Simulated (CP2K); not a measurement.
1,1-difluoroethylene has these distinct C atoms: C1 (bonded to C and 2 H) and C2 (bonded to C and 2 F).

```xyz
6

C     0.7370   -0.0763   -0.0355
C    -0.5805    0.0601    0.0272
F    -1.4665   -0.9465   -0.0049
F    -1.2337    1.2271    0.1322
H     1.3721    0.8027   -0.0026
H     1.1715   -1.0671   -0.1164
```

Their partial C K spectra (CP2K XAS_TDP, all-electron GAPW, PBEh(45%), aug-cc-pVTZ, TDA, GW2X-corrected core level, no relativity) are given in random order, each times the number of alike atoms.

Gaussian full width 0.5 eV, oscillator strength per eV, alike atoms added, rows of zeros left out:

```csv
E (eV),curve 1,curve 2
285.75,0.000,0.003
286.00,0.000,0.030
286.25,0.000,0.081
286.50,0.000,0.055
286.75,0.000,0.009
288.50,0.000,0.001
288.75,0.000,0.006
289.00,0.000,0.020
289.25,0.000,0.042
289.50,0.000,0.028
289.75,0.005,0.009
290.00,0.053,0.015
290.25,0.134,0.023
290.50,0.085,0.020
290.75,0.013,0.014
291.00,0.001,0.016
291.25,0.000,0.008
291.50,0.000,0.005
291.75,0.000,0.011
292.00,0.000,0.015
292.25,0.000,0.007
292.50,0.000,0.004
292.75,0.001,0.010
293.00,0.021,0.009
293.25,0.112,0.002
293.50,0.152,0.001
293.75,0.052,0.001
294.00,0.004,0.000
294.25,0.000,0.002
294.50,0.001,0.005
294.75,0.009,0.007
295.00,0.016,0.016
295.25,0.008,0.023
295.50,0.006,0.011
295.75,0.010,0.003
296.00,0.005,0.009
296.25,0.002,0.038
296.50,0.004,0.045
296.75,0.013,0.021
297.00,0.018,0.017
297.25,0.015,0.010
297.50,0.009,0.007
297.75,0.005,0.007
298.00,0.002,0.004
```

**Question.** Which curve belongs to which atom?

Curve 1: C2 (bonded to C and 2 F), leading line at 290.29 eV (f = 0.073 an atom), ionisation energy 296.08 eV, term value 5.79 eV. Curve 2: C1 (bonded to C and 2 H), leading line at 286.30 eV (f = 0.045 an atom), ionisation energy 291.15 eV, term value 4.85 eV. The leading line of an atom is its first one with 35 % of the strongest within 2.5 eV of its lowest line over the strength cut. A line lies at the core ionisation energy, which rises as an atom loses charge to its neighbours or to a π system, less the term value, which is large for a low π* or σ* orbital with weight on that atom.

[Banner, clock and machine lines of the logs are left out without a mark of their own.]

[Logs are printed without paths, hosts, clocks, repeated set-up lines and the standing remarks that a program may print on its own settings, such as how far it seeks lower states.]

[Hosts, paths, dates, database ids (printed as entryN), source tags and the programs' standing remarks are cut or masked in the printed files.]
